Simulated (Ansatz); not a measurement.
# Rock-salt TiC, an end member of the NbC–TiC series (64 atoms): geometry optimisation

How does rock-salt TiC, an end member of the NbC–TiC series (64 atoms) relax, and what do bonds, charges and levels look like afterwards?

Calculated with Ansatz 0.2.0; Kohn-Sham DFT, PBE, PAW (set soft_2), plane waves.

### 1. The starting structure

The cell holds 64 atoms: 32 Ti and 32 C. Cell: a = 8.656 Å, b = 8.656 Å, c = 8.656 Å, α = 90.0°, β = 90.0°, γ = 90.0°. It derives from TiC. Rock-salt NbC, 2 x 2 x 2 conventional cells, 32 of 32 Nb sites given to Ti at random (x = 1.000), lattice by Vegard's rule (a = 4.328 Å); not relaxed, displaced by a Gaussian of 0.02 Å.

### 2. Relaxation

With the cell held, the atoms are moved downhill towards a nearby minimum.

input.yaml

```yaml
crystal:
  lattice:
    - [8.656, 0.0, 0.0]
    - [0.0, 8.656, 0.0]
    - [0.0, 0.0, 8.656]
  atoms:
    - { symbol: Ti, position: [0.00203, 0.99923, 0.00138] }
    - { symbol: C, position: [0.25235, 0.0029, 0.99898] }
    - { symbol: Ti, position: [0.99947, 0.25155, 0.25092] }
    - { symbol: C, position: [0.25252, 0.25117, 0.25308] }
    - { symbol: Ti, position: [0.24841, 0.00368, 0.24895] }
    - { symbol: C, position: [0.00272, 0.00282, 0.2467] }
    - { symbol: Ti, position: [0.24725, 0.25418, 0.99799] }
    - { symbol: C, position: [0.0002, 0.25354, 0.9986] }
    - { symbol: Ti, position: [0.99904, 0.99993, 0.49985] }
    - { symbol: C, position: [0.25248, 0.00222, 0.49767] }
    - { symbol: Ti, position: [0.99943, 0.25388, 0.75145] }
    - { symbol: C, position: [0.25126, 0.25207, 0.75193] }
    - { symbol: Ti, position: [0.25193, 0.99703, 0.75045] }
    - { symbol: C, position: [0.99954, 0.00452, 0.74918] }
    - { symbol: Ti, position: [0.25134, 0.25078, 0.49701] }
    - { symbol: C, position: [0.99952, 0.24391, 0.49991] }
    - { symbol: Ti, position: [0.00315, 0.50025, 0.99626] }
    - { symbol: C, position: [0.25135, 0.49899, 0.99659] }
    - { symbol: Ti, position: [0.99513, 0.75296, 0.24902] }
    - { symbol: C, position: [0.24916, 0.7492, 0.25145] }
    - { symbol: Ti, position: [0.25233, 0.50185, 0.24898] }
    - { symbol: C, position: [0.00191, 0.50395, 0.25172] }
    - { symbol: Ti, position: [0.2509, 0.75175, 0.99919] }
    - { symbol: C, position: [0.00205, 0.74945, 0.99927] }
    - { symbol: Ti, position: [0.00425, 0.49868, 0.50005] }
    - { symbol: C, position: [0.24561, 0.49907, 0.49897] }
    - { symbol: Ti, position: [0.00401, 0.75323, 0.74725] }
    - { symbol: C, position: [0.24859, 0.75022, 0.74826] }
    - { symbol: Ti, position: [0.24828, 0.5005, 0.74826] }
    - { symbol: C, position: [0.00472, 0.50146, 0.74432] }
    - { symbol: Ti, position: [0.25009, 0.75054, 0.50084] }
    - { symbol: C, position: [0.99627, 0.75159, 0.50042] }
    - { symbol: Ti, position: [0.50325, 0.99714, 0.9997] }
    - { symbol: C, position: [0.75082, 0.99698, 0.99738] }
    - { symbol: Ti, position: [0.50094, 0.24529, 0.24959] }
    - { symbol: C, position: [0.74705, 0.24809, 0.25008] }
    - { symbol: Ti, position: [0.74708, 0.00109, 0.24904] }
    - { symbol: C, position: [0.49747, 0.003, 0.24777] }
    - { symbol: Ti, position: [0.75161, 0.24956, 0.99907] }
    - { symbol: C, position: [0.49921, 0.24504, 0.00163] }
    - { symbol: Ti, position: [0.49969, 0.00139, 0.49716] }
    - { symbol: C, position: [0.7489, 0.00276, 0.50029] }
    - { symbol: Ti, position: [0.49853, 0.25025, 0.74977] }
    - { symbol: C, position: [0.74442, 0.25149, 0.75068] }
    - { symbol: Ti, position: [0.75163, 0.00071, 0.74792] }
    - { symbol: C, position: [0.50093, 0.99724, 0.75157] }
    - { symbol: Ti, position: [0.74942, 0.24694, 0.50074] }
    - { symbol: C, position: [0.49981, 0.25291, 0.49829] }
    - { symbol: Ti, position: [0.50262, 0.50027, 0.00283] }
    - { symbol: C, position: [0.74794, 0.50171, 0.00038] }
    - { symbol: Ti, position: [0.50015, 0.74804, 0.25021] }
    - { symbol: C, position: [0.7504, 0.75167, 0.25302] }
    - { symbol: Ti, position: [0.75198, 0.49917, 0.25098] }
    - { symbol: C, position: [0.50401, 0.49538, 0.24798] }
    - { symbol: Ti, position: [0.75158, 0.74899, 0.00256] }
    - { symbol: C, position: [0.49741, 0.74633, 0.00225] }
    - { symbol: Ti, position: [0.4988, 0.50006, 0.49942] }
    - { symbol: C, position: [0.74933, 0.50039, 0.50429] }
    - { symbol: Ti, position: [0.49663, 0.74874, 0.75089] }
    - { symbol: C, position: [0.75353, 0.74982, 0.75159] }
    - { symbol: Ti, position: [0.751, 0.49881, 0.75095] }
    - { symbol: C, position: [0.5007, 0.50039, 0.74898] }
    - { symbol: Ti, position: [0.74997, 0.75811, 0.49974] }
    - { symbol: C, position: [0.50023, 0.74923, 0.50387] }
kpoints:
  mp_grid: { grid: [2, 2, 2] }
hamiltonian:
  xc: pbe
scf:
  occupations: { method: gaussian, width: 0.025 }
output:
  forces: true
relax:
  f_tol: 0.03
  max_steps: 46
```

Command:

```sh
> ansatz run input.yaml --threads 4 --pin off --max-ram 8192MiB --backend cpu --events-out ev --progress --plain --runs-dir out
```

Numbers of over 12 decimals in the logs are rounded to 6 here.

Output:

```text
Engine: ansatz 0.2.0, x86_64-unknown-linux-gnu
Pseudopotentials: kind: paw
Pseudopotential: Ti, paw, valence charge 12, recommended cutoff 420 eV (normal), Ti.paw.azcp
Pseudopotential: C, paw, valence charge 4, recommended cutoff 420 eV (normal), C.paw.azcp
[... 5 lines on functional and potentials left out ...]
Crystal: 64 atoms, lattice volume = 648.562 Å³
Basis set: ecut = 420 eV, 12797 PW (Γ), exchange–correlation on 120×120×120 points (8 copies of the dense FFT grid, shifted against one another)
Bands: 320, of which v1, the nominal top of the filled ones, is band 256 counted from 1 (255 counted from 0)
Symmetry: 1 space group operations
Space group: P1 (ITA 1), of the structure as read, at distance tolerance 8.7e-5 Å
k-points: 8
[... 5 lines on functional and potentials left out ...]
Initial density: superposition of atomic densities (neutral atoms: chi_scale 0, normalization atom), corrected by the library's trained network
Initial wavefunctions: pseudopotential atomic-orbital guess
Functional: x = pbe(κ = 0.804, μ = 0.219515), c = pbe(β = 0.066725)
SCF iter   1: F=—  HF=-88072.702779 eV  |F-HF|=—  |Δ(HF+E_count)|=         —  Δρ=3.20e-3  dr2=4.84e-2  ethr=1.77e-3  ⟨swp⟩=4.0  Hψ=8882  notcnv=0  defer=147
preconditioner: auto → Kerker (q_TF=auto, 2.623 Å⁻¹)  [metal: Δε(μ)=0.002 eV  Ē_g=6.758 eV  σ=0.025 eV  W_gap=0.04  n_scr=202 (ndim 8)  ℏωp=23.3 eV  f_vac=0.000  D(μ)=69.29/eV (n_scr^D=924)]
SCF iter   2: F=—  HF=-88072.695163 eV  |F-HF|=—  |Δ(HF+E_count)|=   7.62e-3  Δρ=1.66e-3  dr2=1.19e-2  ethr=9.46e-6  ⟨swp⟩=2.0  Hψ=3439  notcnv=0  defer=346
SCF iter   3: F=—  HF=-88072.693844 eV  |F-HF|=—  |Δ(HF+E_count)|=   1.32e-3  Δρ=3.37e-4  dr2=8.70e-4  ethr=2.33e-6  ⟨swp⟩=2.0  Hψ=2619  notcnv=0  defer=346
SCF iter   4: F=—  HF=-88072.693791 eV  |F-HF|=—  |Δ(HF+E_count)|=   5.28e-5  Δρ=7.69e-5  dr2=6.22e-5  ethr=1.70e-7  ⟨swp⟩=2.0  Hψ=2866  notcnv=0  defer=346
iter 5 did not close the SCF: its close was put off for the readings that it lacked (scf_convergence_deferred on its scf_iter line)
SCF iter   5: F=-88072.693787 eV  HF=-88072.693790 eV  |F-HF|=3.53e-6  |Δ(HF+E_count)|=   1.17e-6  Δρ=2.06e-5  dr2=4.84e-6  ethr=1.21e-8  ⟨swp⟩=2.0  Hψ=2752  notcnv=0  defer=346
SCF iter   6: F=-88072.693789 eV  HF=-88072.693790 eV  |F-HF|=6.35e-7  |Δ(HF+E_count)|=   3.70e-7  Δρ=6.01e-6  dr2=7.59e-7  ethr=9.46e-10  ⟨swp⟩=1.0  Hψ=5508  notcnv=0
SCF 1 converged in 6 iterations: F = -88072.693789 eV  dr2 = 7.59e-7
  greatest PAW one-centre occupation: 0.999 electrons in one spin orbital (limit 2), on the Ti atom at site 18 (counted from 0), in its partial waves of l = 0
relax step   1: F+E_penalty+E_count = -88072.69378927 eV  Δ(F+E_penalty+E_count) = +0.000e0 eV  max|allowed force component| = 1.227e0 eV/Å  Δτ_max = 0.0000 Å  (6 SCF iters, dr2 threshold 2.25e-5 eV, accepted)
[...]
relax step   2: F+E_penalty+E_count = -88073.08447894 eV  Δ(F+E_penalty+E_count) = -3.907e-1 eV  max|allowed force component| = 5.036e-1 eV/Å  Δτ_max = 0.0788 Å  (6 SCF iters, dr2 threshold 9.40e-5 eV, accepted)
[...]
relax step   3: F+E_penalty+E_count = -88073.27897956 eV  Δ(F+E_penalty+E_count) = -1.945e-1 eV  max|allowed force component| = 6.901e-3 eV/Å  Δτ_max = 0.0431 Å  (6 SCF iters, dr2 threshold 1.58e-5 eV, accepted)
[...]
relax step   4: F+E_penalty+E_count = -88073.27897991 eV  Δ(F+E_penalty+E_count) = -3.531e-7 eV  max|allowed force component| = 6.870e-3 eV/Å  Δτ_max = 0.0000 Å  (6 SCF iters, accepted)
SCF converged after 6 iterations
Free energy (F): -88073.278980 eV
Harris-Foulkes:  -88073.278980 eV  (|F-HF|=2.47e-10)
Internal energy: -88073.256074 eV  (E = F + TS)
E sigma→0 (E₀):  -88073.267527 eV
Entropy (-TS):   -0.022906 eV (-0.358 meV/atom)
Fermi energy:    14.709042 eV
--- Per-component energies (eV) ---
  E_band       = -3533.711386
  E_kinetic    = 11597.751928
  E_local      = -24759.410620  (includes V_loc(G=0)·N_el)
  E_nonlocal   = 1021.229527
  E_hartree    = 10053.174506
  E_xc         = -4719.096707
  E_vxc        = -5893.443475  (∫ρ·V_xc dr)
  E_paw        = -36647.051972  (= ΣΔE_a)
  E_vpaw       = -5606.194350  (= ΣTr[D̂ρ^β])
  E_aug_tail   = 0.004737  (compensation charges beyond the density's cutoff)
  E_ewald      = -44619.857473
  E_smearing   = -0.022906  (= −TS)
  E_closure    = -0.000000  (closes the sum)
  Σ components = -88073.278980   (vs F -88073.278980, Δ=0.00e0)
--- Forces (eV/Å), atoms counted from 1 ---
  atom   1  Ti     0.00023996    -0.00231761    -0.00296379
  atom   2  C      0.00241043     0.00187634    -0.00118932
  atom   3  Ti     0.00370002     0.00316441     0.00190907
  atom   4  C     -0.00544218     0.00128766     0.00051443
  atom   5  Ti     0.00088666     0.00265972    -0.00107723
  atom   6  C     -0.00347846     0.00293287     0.00145288
  atom   7  Ti    -0.00336926    -0.00046980     0.00133880
  atom   8  C      0.00011745     0.00284453    -0.00125219
  atom   9  Ti    -0.00296541    -0.00111773    -0.00199153
  atom  10  C      0.00414306     0.00195409    -0.00061531
  atom  11  Ti     0.00111514     0.00416822     0.00284447
  atom  12  C     -0.00473174     0.00136532    -0.00018486
  atom  13  Ti     0.00549188    -0.00177485     0.00101419
  atom  14  C     -0.00401934     0.00147292     0.00221028
[...]
atom  63  Ti    -0.00242400     0.00105602     0.00461001
  atom  64  C      0.00027679     0.00070753     0.00173300
  max |Σ_I F_I| component: 2.16e-6 eV/Å
--- Relaxed structure (4 steps of the walk, 4 accepted, 0 SCFs on fresh bases) ---
  F+E_penalty+E_count = -88073.27897991 eV   max|allowed force component| = 6.870e-3 eV/Å
  atoms:
    - { symbol: Ti, position: [0.000226647, 1.000380, -0.0001943] }
    - { symbol: C, position: [0.250196, 0.000356565, 0.999787] }
    - { symbol: Ti, position: [1.000201, 0.250337, 0.249763] }
    - { symbol: C, position: [0.250269, 0.250363, 0.249788] }
[...]
- { symbol: C, position: [0.500224, 0.750378, 0.499749] }
```

Run time: 83 s. Hardware: 4 threads of Intel Xeon Platinum 8259CL at 2.50GHz (Skylake/Cascade Lake), shared host; peak memory 5 GiB.

Step by step:

| step | energy less that of the first step (eV) | largest force component (eV/Å) |
| --- | --- | --- |
| 1 | 0.0000 | 1.2266 |
| 2 | -0.3907 | 0.5036 |
| 3 | -0.5852 | 0.0069 |
| 4 | -0.5852 | 0.0069 |

The atoms that moved most (Å):

| atom | dx | dy | dz | length |
| --- | --- | --- | --- | --- |
| Ti63 | 0.003 | -0.067 | 0.000 | 0.067 |
| C30 | -0.039 | -0.009 | 0.047 | 0.062 |
| C54 | -0.033 | 0.044 | 0.015 | 0.057 |
| C16 | 0.006 | 0.056 | -0.001 | 0.056 |
| C44 | 0.051 | -0.010 | -0.008 | 0.052 |
| C40 | 0.009 | 0.047 | -0.016 | 0.050 |
| Ti19 | 0.044 | -0.023 | 0.007 | 0.050 |
| C56 | 0.024 | 0.035 | -0.022 | 0.048 |

The relaxation changed the energy by -9.14 meV/atom, and atoms moved by 0.034 Å r.m.s., 0.067 Å at most.

### 3. Distances and neighbours after relaxation

Density 4.91 g/cm³, 10.13 Å³ an atom.

g(r), total and by pair (bins of 0.2 Å):

| r (Å) | total | C-C | C-Ti | Ti-Ti |
| --- | --- | --- | --- | --- |
| 2.10 | 5.10 | 0.00 | 10.25 | 0.00 |
| 2.30 | 0.00 | 0.00 | 0.00 | 0.00 |
| 2.50 | 0.00 | 0.00 | 0.00 | 0.00 |
| 2.70 | 0.00 | 0.00 | 0.00 | 0.00 |
| 2.90 | 0.00 | 0.00 | 0.00 | 0.00 |
| 3.10 | 5.10 | 10.25 | 0.00 | 10.25 |
| 3.30 | 0.00 | 0.00 | 0.00 | 0.00 |
| 3.50 | 0.00 | 0.00 | 0.00 | 0.00 |
| 3.70 | 2.33 | 0.00 | 4.65 | 0.00 |
| 3.90 | 0.00 | 0.00 | 0.00 | 0.00 |
| 4.10 | 0.00 | 0.00 | 0.00 | 0.00 |
| 4.30 | 1.29 | 2.58 | 0.00 | 2.58 |
| 4.50 | 0.00 | 0.00 | 0.00 | 0.00 |
| 4.70 | 0.00 | 0.00 | 0.00 | 0.00 |
| 4.90 | 4.16 | 0.00 | 8.30 | 0.00 |
| 5.10 | 0.00 | 0.00 | 0.00 | 0.00 |
| 5.30 | 3.41 | 6.83 | 0.00 | 6.84 |
| 5.50 | 0.00 | 0.00 | 0.00 | 0.00 |
| 5.70 | 0.00 | 0.00 | 0.00 | 0.00 |
| 5.90 | 0.00 | 0.00 | 0.00 | 0.00 |
| 6.10 | 1.29 | 2.58 | 0.00 | 2.58 |
| 6.30 | 0.00 | 0.00 | 0.00 | 0.00 |
| 6.50 | 2.88 | 0.00 | 5.75 | 0.00 |
| 6.70 | 0.00 | 0.00 | 0.00 | 0.00 |
| 6.90 | 2.08 | 4.16 | 0.00 | 4.16 |
| 7.10 | 1.88 | 0.00 | 3.76 | 0.00 |
| 7.30 | 0.00 | 0.00 | 0.00 | 0.00 |
| 7.50 | 0.57 | 1.16 | 0.00 | 1.16 |

Bonds by pair of elements; cutoffs follow the first minimum of g(r), held within bounds set by covalent radii, and pairs that aren't listed don't count as bonded:

| pair A-B | cutoff (Å) | bonds | mean length (Å) | spread (Å) | shortest (Å) | B about A | A about B |
| --- | --- | --- | --- | --- | --- | --- | --- |
| C-Ti | 2.76 | 192 | 2.16 | 0 | 2.16 | 6 | 6 |

How many atoms have how many bonded neighbours:

| element | mean | 6 |
| --- | --- | --- |
| C | 6 | 32 |
| Ti | 6 | 32 |

Bond angles, per cent of each kind in bins of 5°:

| angle (°) | Ti-C-Ti | C-Ti-C |
| --- | --- | --- |
| 85–90 | 40.6 | 41.5 |
| 90–95 | 39.4 | 38.5 |
| 95–100 | 0.0 | 0.0 |
| 100–105 | 0.0 | 0.0 |
| 105–110 | 0.0 | 0.0 |
| 110–115 | 0.0 | 0.0 |
| 115–120 | 0.0 | 0.0 |
| 120–125 | 0.0 | 0.0 |
| 125–130 | 0.0 | 0.0 |
| 130–135 | 0.0 | 0.0 |
| 135–140 | 0.0 | 0.0 |
| 140–145 | 0.0 | 0.0 |
| 145–150 | 0.0 | 0.0 |
| 150–155 | 0.0 | 0.0 |
| 155–160 | 0.0 | 0.0 |
| 160–165 | 0.0 | 0.0 |
| 165–170 | 0.0 | 0.0 |
| 170–175 | 0.0 | 0.0 |
| 175–180 | 20.0 | 20.0 |

Bond angles (no mean is given where the spread exceeds 20°):

| angle | count | mean (°) | spread (°) |
| --- | --- | --- | --- |
| Ti-C-Ti | 480 | - | - |
| C-Ti-C | 480 | - | - |

With the cutoffs above, all C atoms have 6 and all Ti atoms have 6 bonded neighbours.

[end of part 1 of 2]

[Logs are printed without paths, hosts, clocks, repeated set-up lines and the standing remarks that a program may print on its own settings, such as how far it seeks lower states.]

[Hosts, paths, dates, database ids (printed as entryN), source tags and the programs' standing remarks are cut or masked in the printed files.]
